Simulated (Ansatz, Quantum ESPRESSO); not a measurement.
# Screening and band shifts of 1T-IrSTe, 1 layer, part 2 of 6

Aim: how 1T-IrSTe, 1 layer screens a field along its normal, and what the field does to its bands.

Quantum ESPRESSO 7.5; plane-wave DFT, PBE, GBRV ultrasoft pseudopotentials; geometry and cross-check by Ansatz 0.2.0 with PAW datasets.

So far: Set-up; Geometry from Ansatz.

## 3. SCF with pw.x: no field

The zero-field run is the reference. tefield and dipfield are on already, so that all runs share k-points and boundary.

Level of this step: plane-wave DFT, PBE, GBRV ultrasoft pseudopotentials (Quantum ESPRESSO 7.5).

Input file f0.in:

```
&control
  prefix = 'f0'
  outdir = './out'
  pseudo_dir = './pseudo'
  calculation = 'scf'
  tprnfor = .true.
  tefield = .true.
  dipfield = .true.
/
&system
  ibrav = 0
  nat = 3
  ntyp = 3
  ecutwfc = 40
  ecutrho = 200
  occupations = 'smearing'
  smearing = 'fd'
  degauss = 0.004
  edir = 3
  emaxpos = 0.97
  eopreg = 0.04
  eamp = 0.0
/
&electrons
  conv_thr = 1e-09
  mixing_beta = 0.4
  electron_maxstep = 120
  mixing_mode = 'plain'
/
ATOMIC_SPECIES
  Te  127.6000  te_pbe_v1.uspp.F.UPF
  Ir  192.2170  ir_pbe_v1.2.uspp.F.UPF
  S   32.0600  s_pbe_v1.4.uspp.F.UPF
CELL_PARAMETERS angstrom
  3.58149410994492 0.00000000000000 -0.00000000000000
  -1.79074705497246 3.10166488271664 0.00000000000000
  -0.00000000000000 0.00000000000000 19.78160864870000
ATOMIC_POSITIONS crystal
  Te  0.666666666667 0.333333333333 0.425509723334
  Ir  0.000000000000 0.000000000000 0.517032945982
  S   0.333333333333 0.666666666667 0.572474588283
K_POINTS automatic
  12 12 1 0 0 0
```

The run is started by

```console
$ OMP_NUM_THREADS=1 mpirun -n 4 pw.x -nk 4 -in f0.in > f0.out
```

Output:

```text
Program PWSCF v.7.5 starts
[citation notice left out]

     Parallel version (MPI & OpenMP), running on       4 processor cores
     Number of MPI processes:                 4
     Threads/MPI process:                     1

     MPI processes distributed on     1 nodes
[...]
Current dimensions of program PWSCF are:
     Max number of different atomic species (ntypx) = 10
     Max number of k-points (npk) =  40000
     Max angular momentum in pseudopotentials (lmaxx) =  4
     Presently no symmetry can be used with electric field

     K-points division:     npool     =       4
     Subspace diagonalization in iterative solution of the eigenvalue problem:
     a serial algorithm will be used

     G-vector sticks info
     --------------------
     sticks:   dense  smooth     PW     G-vecs:    dense   smooth      PW
     Sum         637     511    163                70921    50737    9537

     Using Slab Decomposition

     bravais-lattice index     =            0
     lattice parameter (alat)  =       6.7680  a.u.
     unit-cell volume          =    1482.9186 (a.u.)^3
     number of atoms/cell      =            3
     number of atomic types    =            3
     number of electrons       =        27.00
     number of Kohn-Sham states=           18
     kinetic-energy cutoff     =      40.0000  Ry
     charge density cutoff     =     200.0000  Ry
     scf convergence threshold =      1.0E-09
     mixing beta               =       0.4000
     number of iterations used =            8  plain     mixing
     Exchange-correlation=  SLA  PW   PBX  PBC
                           (   1   4   3   4   0   0   0)

     celldm(1)=   6.768043  celldm(2)=   0.000000  celldm(3)=   0.000000
     celldm(4)=   0.000000  celldm(5)=   0.000000  celldm(6)=   0.000000

     crystal axes: (cart. coord. in units of alat)
               a(1) = (   1.000000   0.000000  -0.000000 )
               a(2) = (  -0.500000   0.866025   0.000000 )
               a(3) = (  -0.000000   0.000000   5.523284 )

     reciprocal axes: (cart. coord. in units 2 pi/alat)
               b(1) = (  1.000000  0.577350  0.000000 )
               b(2) = ( -0.000000  1.154701 -0.000000 )
               b(3) = (  0.000000  0.000000  0.181052 )

     PseudoPot. # 1 for Te read from file:
     ./pseudo/te_pbe_v1.uspp.F.UPF
     Pseudo is Ultrasoft + core correction, Zval =  6.0
     Generated by new atomic code, or converted to UPF format
     Using radial grid of  891 points,  5 beta functions with:
                l(1) =   0
                l(2) =   0
                l(3) =   1
                l(4) =   1
                l(5) =   2
     Q(r) pseudized with  6 coefficients,  rinner =    1.800   1.800   1.800
                                                       1.800   1.800

     PseudoPot. # 2 for Ir read from file:
     ./pseudo/ir_pbe_v1.2.uspp.F.UPF
     Pseudo is Ultrasoft + core correction, Zval = 15.0
     Generated by new atomic code, or converted to UPF format
     Using radial grid of  983 points,  7 beta functions with:
                l(1) =   0
                l(2) =   0
                l(3) =   1
                l(4) =   1
                l(5) =   1
                l(6) =   2
                l(7) =   2
     Q(r) pseudized with  8 coefficients,  rinner =    1.400   1.400   1.400
                                                       1.400   1.400

     PseudoPot. # 3 for S  read from file:
     ./pseudo/s_pbe_v1.4.uspp.F.UPF
     Pseudo is Ultrasoft + core correction, Zval =  6.0
     Generated by new atomic code, or converted to UPF format
     Using radial grid of  907 points,  6 beta functions with:
                l(1) =   0
                l(2) =   0
                l(3) =   1
                l(4) =   1
                l(5) =   2
                l(6) =   2
     Q(r) pseudized with  8 coefficients,  rinner =    1.300   1.300   1.300
                                                       1.300   1.300

     atomic species   valence    mass     pseudopotential
     Te                6.00   127.60000     Te( 1.00)
     Ir               15.00   192.21700     Ir( 1.00)
     S                 6.00    32.06000     S ( 1.00)

     No symmetry found

   Cartesian axes

     site n.     atom                  positions (alat units)
         1        Te     tau(   1) = (   0.5000000   0.2886751   2.3502110  )
         2        Ir     tau(   2) = (   0.0000000   0.0000000   2.8557197  )
         3        S      tau(   3) = (  -0.0000000   0.5773503   3.1619397  )

     number of k points=    74  Fermi-Dirac smearing, width (Ry)=  0.0040
                       cart. coord. in units 2pi/alat
        k(    1) = (   0.0000000   0.0000000   0.0000000), wk =   0.0138889
        k(    2) = (   0.0000000   0.0962250   0.0000000), wk =   0.0277778
        k(    3) = (   0.0000000   0.1924501   0.0000000), wk =   0.0277778
        k(    4) = (   0.0000000   0.2886751   0.0000000), wk =   0.0277778
        k(    5) = (   0.0000000   0.3849002   0.0000000), wk =   0.0277778
        k(    6) = (   0.0000000   0.4811252   0.0000000), wk =   0.0277778
        k(    7) = (   0.0000000  -0.5773503   0.0000000), wk =   0.0138889
        k(    8) = (   0.0833333   0.0481125   0.0000000), wk =   0.0277778
        k(    9) = (   0.0833333   0.1443376   0.0000000), wk =   0.0277778
        k(   10) = (   0.0833333   0.2405626   0.0000000), wk =   0.0277778
[...]
k(   74) = (  -0.5000000  -0.8660254   0.0000000), wk =   0.0138889

     Dense  grid:    70921 G-vectors     FFT dimensions: (  32,  32, 180)

     Smooth grid:    50737 G-vectors     FFT dimensions: (  27,  27, 160)

     Estimated max dynamical RAM per process >     158.32 MB

     Estimated total dynamical RAM >     581.35 MB

     Initial potential from superposition of free atoms

     starting charge      26.4997, renormalised to      27.0000

     negative rho (up, down):  3.697E-01 0.000E+00

     Adding external electric field

     Computed dipole along edir(3) :
        Dipole                0.1521 Ry au,          0.3866 Debye
        Dipole field          0.0013 Ry au,

        Potential amp.       -0.0925 Ry
        Total length         35.8865 bohr

     Starting wfcs are   20 randomized atomic wfcs

     total cpu time spent up to now is        3.1 secs

     per-process dynamical memory:    84.2 Mb

     Self-consistent Calculation

     iteration #  1     ecut=    40.00 Ry     beta= 0.40
     Davidson diagonalization with overlap
     ethr =  1.00E-02,  avg # of iterations =  5.1

[...]
Dipole                0.0179 Ry au,          0.0455 Debye
[...]
total energy              =    -232.33075201 Ry
     estimated scf accuracy    <       0.56927082 Ry

     iteration #  4     ecut=    40.00 Ry     beta= 0.40
[...]
negative rho (up, down):  3.254E-01 0.000E+00

[...]
Dipole               -0.0855 Ry au,         -0.2174 Debye
[...]
total energy              =    -232.39720865 Ry
     estimated scf accuracy    <       0.11110185 Ry

     iteration #  5     ecut=    40.00 Ry     beta= 0.40
[...]
negative rho (up, down):  3.186E-01 0.000E+00

[...]
Dipole               -0.1009 Ry au,         -0.2564 Debye
[...]
total energy              =    -232.40415270 Ry
     estimated scf accuracy    <       0.00543332 Ry

     iteration #  6     ecut=    40.00 Ry     beta= 0.40
[...]
c_bands:  1 eigenvalues not converged
[...]
negative rho (up, down):  3.188E-01 0.000E+00

[...]
Dipole               -0.0862 Ry au,         -0.2190 Debye
[...]
total energy              =    -232.40514662 Ry
     estimated scf accuracy    <       0.00192158 Ry

     iteration #  7     ecut=    40.00 Ry     beta= 0.40
[...]
negative rho (up, down):  3.186E-01 0.000E+00

[...]
Dipole               -0.0884 Ry au,         -0.2248 Debye
[...]
total energy              =    -232.40539859 Ry
     estimated scf accuracy    <       0.00012778 Ry

     iteration #  8     ecut=    40.00 Ry     beta= 0.40
[...]
negative rho (up, down):  3.186E-01 0.000E+00

[...]
Dipole               -0.0890 Ry au,         -0.2263 Debye
[...]
total energy              =    -232.40541900 Ry
     estimated scf accuracy    <       0.00002704 Ry

     iteration #  9     ecut=    40.00 Ry     beta= 0.40
[...]
negative rho (up, down):  3.186E-01 0.000E+00

[...]
Dipole               -0.0891 Ry au,         -0.2265 Debye
[...]
total energy              =    -232.40542379 Ry
     estimated scf accuracy    <       0.00000084 Ry

     iteration # 10     ecut=    40.00 Ry     beta= 0.40
[...]
negative rho (up, down):  3.187E-01 0.000E+00

[...]
Dipole               -0.0890 Ry au,         -0.2262 Debye
[...]
total energy              =    -232.40542453 Ry
     estimated scf accuracy    <       0.00000091 Ry

     iteration # 11     ecut=    40.00 Ry     beta= 0.40
[...]
negative rho (up, down):  3.187E-01 0.000E+00

[...]
Dipole               -0.0890 Ry au,         -0.2263 Debye
[...]
total energy              =    -232.40542468 Ry
     estimated scf accuracy    <       0.00000015 Ry

     iteration # 12     ecut=    40.00 Ry     beta= 0.40
[...]
negative rho (up, down):  3.187E-01 0.000E+00

[...]
Dipole               -0.0891 Ry au,         -0.2264 Debye
[...]
total energy              =    -232.40542471 Ry
     estimated scf accuracy    <       0.00000002 Ry

     iteration # 13     ecut=    40.00 Ry     beta= 0.40
[...]
negative rho (up, down):  3.188E-01 0.000E+00

[...]
Dipole               -0.0891 Ry au,         -0.2264 Debye
[...]
total energy              =    -232.40542472 Ry
     estimated scf accuracy    <          2.7E-09 Ry

     iteration # 14     ecut=    40.00 Ry     beta= 0.40
[...]
negative rho (up, down):  3.188E-01 0.000E+00

[...]
Dipole               -0.0891 Ry au,         -0.2265 Debye
[...]
End of self-consistent calculation

          k = 0.0000 0.0000 0.0000 (  6291 PWs)   bands (ev):

   -49.3468 -49.3468 -49.3306 -14.7772 -12.6391  -6.1099  -5.7154  -5.7154
    -3.0857  -2.7902  -2.7902  -0.5472   0.0819   0.0819   2.8779   2.8779
     3.2207   4.2178

          k = 0.0000 0.0962 0.0000 (  6301 PWs)   bands (ev):

   -49.3488 -49.3473 -49.3303 -14.7037 -12.5954  -6.0855  -5.7412  -5.6687
    -3.0102  -2.8781  -2.8529  -0.9427   0.0979   0.1820   2.2809   2.7145
     3.4062   4.4338

          k = 0.0000 0.1925 0.0000 (  6324 PWs)   bands (ev):

   -49.3543 -49.3486 -49.3295 -14.4998 -12.4632  -6.1346  -5.6283  -5.5472
    -3.3985  -2.9761  -2.7867  -1.4647   0.0477   0.0938   1.4441   2.4149
     3.8252   4.8415

          k = 0.0000 0.2887 0.0000 (  6330 PWs)   bands (ev):

   -49.3617 -49.3505 -49.3284 -14.2171 -12.2374  -6.2509  -5.4041  -5.3262
    -4.2309  -3.0259  -2.8105  -1.6227  -0.4654  -0.2218   1.2153   2.2327
     4.4116   4.8754

          k = 0.0000 0.3849 0.0000 (  6342 PWs)   bands (ev):

   -49.3692 -49.3524 -49.3274 -13.9388 -11.9199  -6.4293  -5.3038  -5.2809
    -4.6731  -3.0096  -2.8942  -1.8766  -0.8455  -0.6934   1.3050   2.1803
     4.1984   5.1787

          k = 0.0000 0.4811 0.0000 (  6354 PWs)   bands (ev):

   -49.3747 -49.3537 -49.3266 -13.7465 -11.5790  -6.8664  -5.3973  -5.2653
    -4.5049  -3.2773  -2.5806  -1.9959  -1.2281  -1.1878   1.4967   2.1691
     3.7495   5.0203

[...]
the Fermi energy is    -0.2802 ev

!    total energy              =    -232.40542473 Ry
     estimated scf accuracy    <          2.4E-10 Ry
     smearing contrib. (-TS)   =      -0.00106939 Ry
     internal energy E=F+TS    =    -232.40435535 Ry

     The total energy is F=E-TS. E is the sum of the following terms:
     one-electron contribution =    -979.92825152 Ry
     hartree contribution      =     493.42952012 Ry
     xc contribution           =     -73.27690716 Ry
     ewald contribution        =     327.37121593 Ry
     electric field correction =       0.00006727 Ry

     convergence has been achieved in  14 iterations

     negative rho (up, down):  3.188E-01 0.000E+00

     Forces acting on atoms (cartesian axes, Ry/au):

     atom    1 type  1   force =    -0.00000004    0.00000001   -0.00793609
     atom    2 type  2   force =     0.00000006   -0.00000003    0.00780551
     atom    3 type  3   force =    -0.00000002    0.00000001    0.00013058

     Total force =     0.011132     Total SCF correction =     0.000133

[...]
=------------------------------------------------------------------------------=
   JOB DONE.
=------------------------------------------------------------------------------=
[key lines of the parts left out:]
Dipole field         -0.0008 Ry au,
```

The job ended after 38 s (4 MPI ranks of AMD EPYC 9R14 (Zen 4), shared host; peak memory 0.75 GiB; 2.5 min of CPU time).

This step gave:

```
free energy             : -3162.0369 eV
energy at zero smearing : -3162.0296 eV
Fermi energy            : -0.2802 eV
dipole along the normal : -0.04716 e·Å
```

The run needed 14 iterations to bring the estimated error under 1e-09 Ry; the largest force on any atom, held or free, is 0.20 eV/Å.

## 4. Potential by pp.x

plot_num = 11 writes the bare and Hartree potential. It leaves out exchange and correlation, which fade slowly, so it flattens close to the surface.

Input file f0.pot.in:

```
&inputpp
  prefix = 'f0'
  outdir = './out'
  filplot = 'f0.pot.dat'
  plot_num = 11
/
```

The run is started by

```console
$ OMP_NUM_THREADS=1 mpirun -n 4 pp.x -in f0.pot.in > f0.pot.out
```

Run time: 1.8 s. Hardware: 4 MPI ranks; peak memory 0.11 GiB; 5.8 s of CPU time.

This step gave:

* slope of the potential above: 2.69e-5 eV/Å
* upper vacuum line continued to the top atoms, over the Fermi level: 5.225 eV
* work function of the lower face: 4.458 eV
* slope of the potential below: -6.56e-5 eV/Å
* lower vacuum line continued to the bottom atoms, over the Fermi level: 4.457 eV

The vacuum is flat to 0.1 meV/Å, so its level is well defined. Inside the slab the curve depends on the local part of the pseudopotentials; only the vacuum level has a meaning of its own.

(Part 2 of 6 ends here.)

[Logs are printed without paths, hosts, clocks, repeated set-up lines and the standing remarks that a program may print on its own settings, such as how far it seeks lower states.]

[Hosts, paths, dates, database ids (printed as entryN), source tags and the programs' standing remarks are cut or masked in the printed files.]

[Maps of the electrostatic potential energy from Ansatz leave out the sawtooth potential of an applied field or a dipole correction, so their vacuum need not be flat; planar profiles and work functions include it.]
